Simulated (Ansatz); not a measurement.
# A hypothetical structure for YGa3Fe2

Starting from a made-up structure for YGa3Fe2, the aim is the relaxed cell, its shortest contacts and, where a second run follows, its electronic structure.

Calculated with Ansatz 0.2.0; DFT, PBEsol, plane-wave PAW, files of the set soft_1, scalar-relativistic, ferromagnetic start, cell and ions relaxed at zero pressure; PAW set soft_1, in the first sound run; inputs show where later runs differ.

### 1. Set-up

Symmetry: P6/mmm, No. 191, hexagonal system. The conventional cell has a = 5.213 Å, b = 5.213 Å, c = 4.344 Å, α = 90.00°, β = 90.00°, γ = 120.00°. Y has 6 Fe at 3.01 Å nearest. Nearest to Ga lie 4 Ga at 2.61 Å and 4 Fe at 2.64 Å. Fe has 6 Ga at 2.64 Å and 3 Y at 3.01 Å and 3 Fe at 3.01 Å nearest. Farther neighbours are not listed.

### 2. Relaxation of the guess

The guessed cell has no reason to be at equilibrium. It is relaxed with the atoms, within the space group of the guess.

Input file input.yaml:

```yaml
crystal:
  lattice:
    - [5.213, 0.0, 0.0]
    - [-2.6065, 4.51459043, 0.0]
    - [0.0, 0.0, 4.344]
  atoms:
    - { symbol: "Y", position: [0.0, 0.0, 0.0] }
    - { symbol: Ga, position: [0.0, 0.5, 0.5] }
    - { symbol: Ga, position: [0.5, 0.5, 0.5] }
    - { symbol: Ga, position: [0.5, 0.0, 0.5] }
    - { symbol: Fe, position: [0.666666667, 0.333333333, 0.0], spin: 3.0 }
    - { symbol: Fe, position: [0.333333333, 0.666666667, 0.0], spin: 3.0 }
magnetization:
  spin_polarized: true
kpoints:
  mp_grid: { grid: [6, 6, 6] }
scf:
  occupations: { method: fermi_dirac, width: 0.05 }
hamiltonian:
  xc: pbesol
  pseudopotentials: { kind: paw, azcp: { folder: soft_1 }, xc_functional: pbe }
relax:
  f_tol: 0.015
  max_steps: 70
  cell: {}
output:
  forces: true
  stress: true
```

The run is started by

```
ansatz run input.yaml --threads 4 --pin off --max-ram 10240MiB --backend cpu --events-out ev --progress --plain --runs-dir out
```

Numbers of over 12 decimals in the logs are rounded to 6 here.

Output:

```text
Engine: ansatz 0.2.0, aarch64-unknown-linux-gnu
Pseudopotentials: kind: paw
Pseudopotential: Y, paw, valence charge 11, recommended cutoff 420 eV (normal), soft_1/Y.paw.azcp
Pseudopotential: Ga, paw, valence charge 13, recommended cutoff 420 eV (normal), soft_1/Ga.paw.azcp
Pseudopotential: Fe, paw, valence charge 16, recommended cutoff 420 eV (normal), soft_1/Fe.paw.azcp
Functional definition: PBEsol
  exchange = pbesol_x
  correlation = pbesol_c
Crystal: 6 atoms, lattice volume = 102.234 Å³
Basis set: ecut = 420 eV, 1989 PW (Γ), exchange–correlation on 72×72×60 points (8 copies of the dense FFT grid, shifted against one another)
Bands: 53, of which v1, the nominal top of the filled ones, is band 41 counted from 1 (40 counted from 0)
Symmetry: 24 space group operations
Space group: P6/mmm (ITA 191), of the structure as read, at distance tolerance 4.7e-5 Å
Magnetic group: BNS 191.233 (UNI 1463), of the structure as read, at distance tolerance 4.7e-5 Å
k-points: 28 of 216
Non-local potential: Y, projectors of the file, l = 0: 3, l = 1: 2, l = 2: 2, l = 3: 1
Non-local potential: Ga, projectors of the file, l = 0: 2, l = 1: 2, l = 2: 3, l = 3: 1
Non-local potential: Fe, projectors of the file, l = 0: 3, l = 1: 2, l = 2: 3, l = 3: 1
PAW form: soft (Blöchl's): semilocal exchange-correlation on the pseudo side does not see the compensation charge
PAW frozen core: Y, regenerated for the run's functional, and the local potential with it (the file was generated under x = pbe(κ = 0.804, μ = 0.219515), c = pbe(β = 0.066725))
PAW frozen core: Ga, regenerated for the run's functional, and the local potential with it (the file was generated under x = pbe(κ = 0.804, μ = 0.219515), c = pbe(β = 0.066725))
PAW frozen core: Fe, regenerated for the run's functional, and the local potential with it (the file was generated under x = pbe(κ = 0.804, μ = 0.219515), c = pbe(β = 0.066725))
PAW one-centre angular grid: Y, 590 points (default); XC on 64 Gauss nodes
PAW one-centre angular grid: Ga, 590 points (default); XC on 64 Gauss nodes
PAW one-centre angular grid: Fe, 590 points (default); XC on 64 Gauss nodes
Initial density: superposition of atomic densities (chi_scale 0.1, normalization cell, long waves kept (reshape's long-wave potential 0.00 eV rms))
Starting moments: Σ|m| = 6 μB on 2 of 6 sites
Initial wavefunctions: pseudopotential atomic-orbital guess
Functional: x = pbesol(κ = 0.804, μ = 0.123457), c = pbesol(β = 0.046)
SCF iter   1: F=—  HF=-23924.276953 eV  |F-HF|=—  |Δ(HF+E_count)|=         —  Δρ=3.49e-2 (↑3.49e-2 ↓3.27e-2)  dr2=4.39e0  dr2_m=5.07e-2  M=4.974 μB ∫|m|=6.010 μB  β_m=0.30  ethr=3.10e-3  ⟨swp⟩=5.9  Hψ=9623  notcnv=0  defer=1
Mixer restart at iter 1: flushing history
preconditioner: auto → Kerker (q_TF=auto, 2.630 Å⁻¹)  [metal: Δε(μ)=0.013 eV  Ē_g=12.573 eV  σ=0.050 eV  W_gap=0.06  n_scr=26 (ndim 8)  ℏωp=29.4 eV  f_vac=0.000  D(μ)=4.29/eV (n_scr^D=26)]
spin=Collinear: Kerker preconditioning applied to the charge; magnetization (m = ρ↑ − ρ↓) channel mixes plain (no charge-response kernel on spin).
SCF iter   2: F=—  HF=-23922.942938 eV  |F-HF|=—  |Δ(HF+E_count)|=    1.33e0  Δρ=1.56e-2 (↑1.33e-2 ↓1.56e-2)  dr2=1.14e0  dr2_m=2.81e-2  M=4.940 μB ∫|m|=5.928 μB  β_m=0.35  ethr=3.10e-3  ⟨swp⟩=3.2  Hψ=6070  notcnv=0  defer=162
SCF iter   3: F=—  HF=-23923.362593 eV  |F-HF|=—  |Δ(HF+E_count)|=   4.20e-1  Δρ=1.36e-2 (↑9.52e-3 ↓1.36e-2)  dr2=7.74e-1  dr2_m=3.25e-2  M=4.809 μB ∫|m|=5.795 μB  β_m=0.68  ethr=1.39e-3  ⟨swp⟩=2.1  Hψ=3419  notcnv=0  defer=162
SCF iter   4: F=—  HF=-23923.967228 eV  |F-HF|=—  |Δ(HF+E_count)|=   6.05e-1  Δρ=1.53e-2 (↑5.87e-3 ↓1.53e-2)  dr2=7.66e-1  dr2_m=2.82e-2  M=4.521 μB ∫|m|=5.491 μB  β_m=0.42  ethr=9.44e-4  ⟨swp⟩=2.2  Hψ=4306  notcnv=0  defer=160
SCF iter   5: F=—  HF=-23924.122311 eV  |F-HF|=—  |Δ(HF+E_count)|=   1.55e-1  Δρ=1.09e-2 (↑1.09e-2 ↓6.50e-3)  dr2=1.80e-1  dr2_m=7.53e-3  M=4.375 μB ∫|m|=5.291 μB  β_m=0.55  ethr=9.34e-4  ⟨swp⟩=3.0  Hψ=5703  notcnv=0  defer=148
SCF iter   6: F=—  HF=-23924.010231 eV  |F-HF|=—  |Δ(HF+E_count)|=         —  Δρ=6.08e-3 (↑5.58e-3 ↓6.08e-3)  dr2=1.07e-1  dr2_m=3.75e-4  M=4.322 μB ∫|m|=5.169 μB  β_m=0.55  ethr=2.19e-4  ⟨swp⟩=2.0  Hψ=5308  notcnv=0  defer=156
Mixer restart at iter 6: flushing history
SCF iter   7: F=—  HF=-23924.045222 eV  |F-HF|=—  |Δ(HF+E_count)|=   3.50e-2  Δρ=2.56e-3 (↑2.56e-3 ↓1.03e-3)  dr2=3.05e-3  dr2_m=2.19e-3  M=4.346 μB ∫|m|=5.195 μB  β_m=0.52  ethr=1.30e-4  ⟨swp⟩=2.8  Hψ=5844  notcnv=0  defer=156
SCF iter   8: F=—  HF=-23924.037261 eV  |F-HF|=—  |Δ(HF+E_count)|=   7.96e-3  Δρ=2.62e-3 (↑9.52e-4 ↓2.62e-3)  dr2=1.37e-2  dr2_m=7.92e-4  M=4.352 μB ∫|m|=5.207 μB  β_m=0.66  ethr=3.71e-6  ⟨swp⟩=2.0  Hψ=6209  notcnv=0  defer=156
SCF iter   9: F=—  HF=-23924.038296 eV  |F-HF|=—  |Δ(HF+E_count)|=   1.03e-3  Δρ=8.38e-4 (↑8.38e-4 ↓5.09e-4)  dr2=9.32e-4  dr2_m=2.87e-5  M=4.361 μB ∫|m|=5.221 μB  β_m=0.73  ethr=3.71e-6  ⟨swp⟩=2.0  Hψ=5760  notcnv=0  defer=156
SCF iter  10: F=—  HF=-23924.038565 eV  |F-HF|=—  |Δ(HF+E_count)|=   2.69e-4  Δρ=3.18e-4 (↑3.18e-4 ↓2.91e-4)  dr2=2.08e-4  dr2_m=5.28e-7  M=4.359 μB ∫|m|=5.216 μB  β_m=0.63  ethr=1.14e-6  ⟨swp⟩=2.0  Hψ=4750  notcnv=0  defer=156
SCF iter  11: F=—  HF=-23924.038555 eV  |F-HF|=—  |Δ(HF+E_count)|=   1.06e-5  Δρ=9.46e-5 (↑8.75e-5 ↓9.46e-5)  dr2=3.76e-5  dr2_m=2.63e-7  M=4.357 μB ∫|m|=5.214 μB  β_m=0.81  ethr=2.54e-7  ⟨swp⟩=2.0  Hψ=4604  notcnv=0  defer=156
SCF iter  12: F=—  HF=-23924.038552 eV  |F-HF|=—  |Δ(HF+E_count)|=   2.04e-6  Δρ=3.86e-5 (↑2.23e-5 ↓3.86e-5)  dr2=6.14e-6  dr2_m=8.37e-8  M=4.358 μB ∫|m|=5.212 μB  β_m=0.83  ethr=4.58e-8  ⟨swp⟩=2.4  Hψ=4810  notcnv=0  defer=156
SCF iter  13: F=—  HF=-23924.038552 eV  |F-HF|=—  |Δ(HF+E_count)|=   8.66e-7  Δρ=8.02e-6 (↑8.02e-6 ↓4.40e-6)  dr2=1.07e-7  dr2_m=1.81e-8  M=4.358 μB ∫|m|=5.213 μB  β_m=0.91  ethr=7.49e-9  ⟨swp⟩=1.6  Hψ=3209  notcnv=0  defer=156
SCF iter  14: F=—  HF=-23924.038552 eV  |F-HF|=—  |Δ(HF+E_count)|=   1.63e-8  Δρ=2.68e-6 (↑2.68e-6 ↓2.60e-6)  dr2=2.22e-9  dr2_m=5.74e-9  M=4.358 μB ∫|m|=5.213 μB  β_m=0.96  ethr=1.31e-10  ⟨swp⟩=2.0  Hψ=4770  notcnv=0  defer=156
SCF iter  15: F=-23924.038552 eV  HF=-23924.038552 eV  |F-HF|=2.48e-9  |Δ(HF+E_count)|=   2.55e-9  Δρ=1.19e-6 (↑3.79e-7 ↓1.19e-6)  dr2=2.92e-9  dr2_m=1.73e-10  M=4.358 μB ∫|m|=5.213 μB  ethr=2.71e-12  ⟨swp⟩=1.4  Hψ=7984  notcnv=0
SCF 1 converged in 15 iterations: F = -23924.038552 eV  dr2 = 2.92e-9
  greatest PAW one-centre occupation: 1.001 electrons in one spin orbital (limit 2), on the Fe atom at site 5 (counted from 0), in its partial waves of l = 1
[...]
relax step   5: F+E_penalty+E_count = -23924.53006385 eV  Δ(F+E_penalty+E_count) = -4.431e-4 eV  max|allowed force component| = 1.850e-16 eV/Å  Δτ_max = 0.0000 Å  P = +0.003 GPa  Ω = 92.723 Å³  energy of the carried Pulay correction = +3.536e-3 eV  (9 SCF iters, dr2 threshold 5.79e-7 eV, accepted)
Basis set: ecut = 420 eV, 1783 PW (Γ), exchange–correlation on 72×72×54 points (8 copies of the dense FFT grid, shifted against one another)
Initial wavefunctions: pseudopotential atomic-orbital guess (no wavefunctions were taken with the density)
iter 1 solved again at ethr=1.73e-7 eV; its pass at ethr=3.10e-3 eV (dr2=1.42e-4 eV) is discarded
SCF iter   1: F=—  HF=-23924.526538 eV  |F-HF|=—  |Δ(HF+E_count)|=         —  Δρ=3.01e-4 (↑1.06e-4 ↓3.01e-4)  dr2=1.12e-4  dr2_m=1.17e-5  M=3.446 μB ∫|m|=4.002 μB  β_m=0.65  ethr=1.73e-7  ⟨swp⟩=3.0  Hψ=17471  notcnv=0
preconditioner: auto → Kerker (q_TF=auto, 2.468 Å⁻¹)  [metal: Δε(μ)=0.013 eV  Ē_g=13.787 eV  σ=0.050 eV  W_gap=0.07  n_scr=26 (ndim 8)  ℏωp=30.8 eV  f_vac=0.000  D(μ)=6.65/eV (n_scr^D=70)]
spin=Collinear: Kerker preconditioning applied to the charge; magnetization (m = ρ↑ − ρ↓) channel mixes plain (no charge-response kernel on spin).
SCF iter   2: F=—  HF=-23924.526505 eV  |F-HF|=—  |Δ(HF+E_count)|=   3.33e-5  Δρ=1.41e-4 (↑1.27e-4 ↓1.41e-4)  dr2=1.30e-5  dr2_m=1.08e-5  M=3.448 μB ∫|m|=4.004 μB  β_m=0.62  ethr=1.37e-7  ⟨swp⟩=2.7  Hψ=4600  notcnv=0
SCF iter   3: F=—  HF=-23924.526506 eV  |F-HF|=—  |Δ(HF+E_count)|=   1.36e-6  Δρ=3.40e-5 (↑3.40e-5 ↓2.03e-5)  dr2=2.07e-6  dr2_m=1.00e-7  M=3.447 μB ∫|m|=4.003 μB  β_m=0.58  ethr=1.59e-8  ⟨swp⟩=2.0  Hψ=5210  notcnv=0
SCF iter   4: F=—  HF=-23924.526508 eV  |F-HF|=—  |Δ(HF+E_count)|=   1.38e-6  Δρ=4.13e-5 (↑1.40e-5 ↓4.13e-5)  dr2=2.35e-6  dr2_m=2.10e-7  M=3.447 μB ∫|m|=4.003 μB  β_m=0.79  ethr=2.52e-9  ⟨swp⟩=2.0  Hψ=4686  notcnv=0
SCF iter   5: F=—  HF=-23924.526515 eV  |F-HF|=—  |Δ(HF+E_count)|=   7.46e-6  Δρ=6.03e-5 (↑2.11e-5 ↓6.03e-5)  dr2=2.76e-6  dr2_m=1.33e-6  M=3.445 μB ∫|m|=4.001 μB  β_m=0.89  ethr=2.52e-9  ⟨swp⟩=2.0  Hψ=4413  notcnv=0
SCF iter   6: F=—  HF=-23924.526519 eV  |F-HF|=—  |Δ(HF+E_count)|=   3.56e-6  Δρ=5.30e-5 (↑1.23e-5 ↓5.30e-5)  dr2=3.90e-6  dr2_m=4.50e-7  M=3.445 μB ∫|m|=4.000 μB  β_m=0.22  ethr=2.52e-9  ⟨swp⟩=2.0  Hψ=4446  notcnv=0
SCF iter   7: F=—  HF=-23924.526520 eV  |F-HF|=—  |Δ(HF+E_count)|=   1.25e-6  Δρ=9.05e-6 (↑8.50e-6 ↓9.05e-6)  dr2=8.69e-8  dr2_m=2.45e-8  M=3.444 μB ∫|m|=3.999 μB  β_m=0.59  ethr=2.52e-9  ⟨swp⟩=2.0  Hψ=4849  notcnv=0
SCF iter   8: F=—  HF=-23924.526523 eV  |F-HF|=—  |Δ(HF+E_count)|=   2.99e-6  Δρ=2.36e-6 (↑1.70e-6 ↓2.36e-6)  dr2=1.18e-8  dr2_m=7.81e-10  M=3.442 μB ∫|m|=3.997 μB  β_m=0.80  ethr=1.06e-10  ⟨swp⟩=3.0  Hψ=6083  notcnv=0
SCF iter   9: F=—  HF=-23924.526523 eV  |F-HF|=—  |Δ(HF+E_count)|=   7.36e-9  Δρ=1.90e-6 (↑1.17e-6 ↓1.90e-6)  dr2=1.13e-8  dr2_m=2.12e-10  M=3.442 μB ∫|m|=3.997 μB  β_m=0.90  ethr=1.44e-11  ⟨swp⟩=2.2  Hψ=5350  notcnv=0
SCF iter  10: F=—  HF=-23924.526523 eV  |F-HF|=—  |Δ(HF+E_count)|=   9.53e-9  Δρ=1.53e-6 (↑2.85e-7 ↓1.53e-6)  dr2=4.09e-9  dr2_m=3.49e-10  M=3.442 μB ∫|m|=3.997 μB  β_m=0.86  ethr=1.38e-11  ⟨swp⟩=2.0  Hψ=3752  notcnv=0
SCF iter  11: F=—  HF=-23924.526523 eV  |F-HF|=—  |Δ(HF+E_count)|=   4.80e-9  Δρ=1.15e-7 (↑2.49e-8 ↓1.15e-7)  dr2=2.32e-11  dr2_m=2.27e-12  M=3.442 μB ∫|m|=3.997 μB  β_m=0.93  ethr=4.99e-12  ⟨swp⟩=2.2  Hψ=4607  notcnv=0
SCF iter  12: F=—  HF=-23924.526523 eV  |F-HF|=—  |Δ(HF+E_count)|=  4.37e-11  Δρ=5.18e-8 (↑1.30e-8 ↓5.18e-8)  dr2=3.97e-12  dr2_m=4.49e-13  M=3.442 μB ∫|m|=3.997 μB  β_m=0.97  ethr=1.00e-12  ⟨swp⟩=1.2  Hψ=2979  notcnv=0
SCF iter  13: F=-23924.526523 eV  HF=-23924.526523 eV  |F-HF|=3.64e-12  |Δ(HF+E_count)|=  1.09e-11  Δρ=3.16e-8 (↑2.14e-8 ↓3.16e-8)  dr2=2.87e-12  dr2_m=3.79e-14  M=3.442 μB ∫|m|=3.997 μB  ethr=1.00e-12  ⟨swp⟩=2.7  Hψ=8764  notcnv=0
SCF 6 converged in 13 iterations: F = -23924.526523 eV  dr2 = 2.87e-12
relax step   6: F+E_penalty+E_count = -23924.52652297 eV  Δ(F+E_penalty+E_count) = +3.541e-3 eV  max|allowed force component| = 2.205e-16 eV/Å  Δτ_max = 0.0000 Å  P = +0.000 GPa  Ω = 92.723 Å³  stress off target by 1.52e-2 GPa  SCF on the basis re-selected at this cell (its energy is not comparable with the rows above)  (13 SCF iters)
basis re-selected at this cell: Δ(F+E_penalty+E_count) = +3.541e-3 eV, ΔP = -0.003 GPa vs the last step (what re-selecting the basis moved, of the pressure what is left beyond the Pulay correction that the steps carried, after the strain that the cell walked since its last selection, with what the two solves' SCF thresholds leave and, on support functions, any second-order correction that the steps lacked; it is no measure of the basis error at this ecutwfc). The dense FFT grid was sized anew with the basis: this SCF ran on 36×36×27 points, the steps before it on 36×36×30, so part of this shift can come from that change (see relax.cell in the input reference). [rest of the remark cut]
SCF converged after 13 iterations
Magnetization: 3.4417 μB (42.7208 up, 39.2792 down)
Absolute magnetization: 3.9938 μB (∫|ρ↑−ρ↓|, with the PAW one-centre terms)
Spin contamination: 0.1721 ħ² per cell (⟨S²⟩ above its minimum at these occupations)
Per-site moments (μB) at R_I (Å): [(0.020294, 1.237953), (-0.033404, 1.025219), (-0.033404, 1.025219), (-0.033404, 1.025219), (1.711794, 1.025219), (1.711794, 1.025219)]
Free energy (F): -23924.526523 eV
Harris-Foulkes:  -23924.526523 eV  (|F-HF|=3.64e-12)
Internal energy: -23924.473886 eV  (E = F + TS)
E sigma→0 (E₀):  -23924.500205 eV
Entropy (-TS):   -0.052637 eV (-8.773 meV/atom)
Fermi energy:    13.991212 eV
--- Per-component energies (eV) ---
  E_band       = -569.968889
  E_kinetic    = 1324.365591
  E_local      = -9669.748673  (includes V_loc(G=0)·N_el)
  E_nonlocal   = 335.377827
  E_hartree    = 5006.401975
  E_xc         = -591.291160
  E_vxc        = -664.126682  (∫ρ·V_xc dr)
  E_paw        = -11320.645892  (= ΣΔE_a)
  E_vpaw       = -1908.638545  (= ΣTr[D̂ρ^β])
  E_aug_tail   = -0.002500  (compensation charges beyond the density's cutoff)
  E_ewald      = -9012.027169
  E_core_change = 3.096115  (= ΣΔE_core)
  E_smearing   = -0.052637  (= −TS)
  E_closure    = 0.000000  (closes the sum)
  Σ components = -23924.526523   (vs F -23924.526523, Δ=0.00e0)
--- Forces (eV/Å), atoms counted from 1 ---
  atom   1  Y      0.00000000     0.00000000     0.00000000
  atom   2  Ga    -0.00000000     0.00000000     0.00000000
  atom   3  Ga     0.00000000     0.00000000     0.00000000
  atom   4  Ga     0.00000000     0.00000000     0.00000000
  atom   5  Fe     0.00000000    -0.00000000     0.00000000
  atom   6  Fe     0.00000000     0.00000000    -0.00000000
  max |Σ_I F_I| component: 1.85e-17 eV/Å
--- Stress (GPa, compression-positive) ---
        0.008178       0.000000      -0.000000
        0.000000       0.008178       0.000000
       -0.000000       0.000000      -0.015197
  P = ⅓ Tr σ = 0.0004 GPa (0.004 kbar)
--- Relaxed structure (5 steps of the walk, 5 accepted, 1 SCFs on fresh bases) ---
  F+E_penalty+E_count = -23924.52652297 eV   max|allowed force component| = 2.205e-16 eV/Å   (the final SCF, on the basis selected at the relaxed cell)
  cell:  # Å, volume = 92.7232 Å³
    - [5.198057, 0.0, 0]
    - [-2.599028, 4.501649, -7.574741676494113e-18]
    - [0, -7.288518937243173e-18, 3.962558]
  atoms:
    - { symbol: Y, position: [0, 0, 0.0] }
    - { symbol: Ga, position: [-2.7350806227870143e-17, 0.500000, 0.500000] }
    - { symbol: Ga, position: [0.500000, 0.500000, 0.500000] }
    - { symbol: Ga, position: [0.500000, 0, 0.500000] }
    - { symbol: Fe, position: [0.666667, 0.333333, 0] }
    - { symbol: Fe, position: [0.333333, 0.666667, 0.0] }
```

Elapsed: 48 s, on 4 threads of Arm Neoverse V1, shared host; peak memory 0.63 GiB.

Relaxation path:

```csv
step,energy less that of the first step (eV),largest force component (eV/Å),pressure (GPa),volume (Å³)
1,0.0000,0.0000,-8.68,102.23
2,-0.3997,0.0000,-2.80,95.10
3,-0.4772,0.0000,2.34,90.97
4,-0.4911,0.0000,-0.11,92.79
5,-0.4915,0.0000,0.00,92.72
6*,-0.4880,0.0000,0.00,92.72
```

Relaxation steps marked * repeat the geometry before them on a plane-wave basis chosen anew for their cell, so energy and pressure can jump there.

Forces are held to the 24 operations that the run works with; a distortion that breaks them can't arise in this run.

```csv
"conventional cell, symmetrised",before,after,change
a (Å),5.213,5.198,-0.3 %
b (Å),5.213,5.198,-0.3 %
c (Å),4.344,3.963,-8.8 %
volume (Å³/atom),17.04,15.45,-9.3 %
```

Numbers from this step:

* free energy: -23924.5265 eV
* energy at zero smearing: -23924.5002 eV
* smearing term TS: 0.05264 eV
* Fermi energy: 13.99 eV
* magnetization: 3.442 μB
* absolute magnetization: 3.994 μB
* site moments: 0.02029, -0.03340, -0.03340, -0.03340, 1.712, 1.712 μB
* electrons: 82
* symmetry operations: 24
* pressure: 3.86e-4 GPa

Site moment by atom:

```csv
atom,site moment (μB)
Y1,0.02
Ga2,-0.03
Ga3,-0.03
Ga4,-0.03
Fe5,1.71
Fe6,1.71
```

The shortest distance of each pair, which need not be the same contact before and after:

```csv
pair,guess (Å),relaxed (Å)
Fe–Ga,2.642,2.485
Ga–Ga,2.607,2.599
Fe–Y,3.010,3.001
Fe–Fe,3.010,3.001
Ga–Y,3.393,3.268
```

The relaxation ends with a pressure of 0.00 GPa.

(Part 1 of 2 ends here.)

[Logs are printed without paths, hosts, clocks, repeated set-up lines and the standing remarks that a program may print on its own settings, such as how far it seeks lower states.]

[Hosts, paths, dates, database ids (printed as entryN), source tags and the programs' standing remarks are cut or masked in the printed files.]
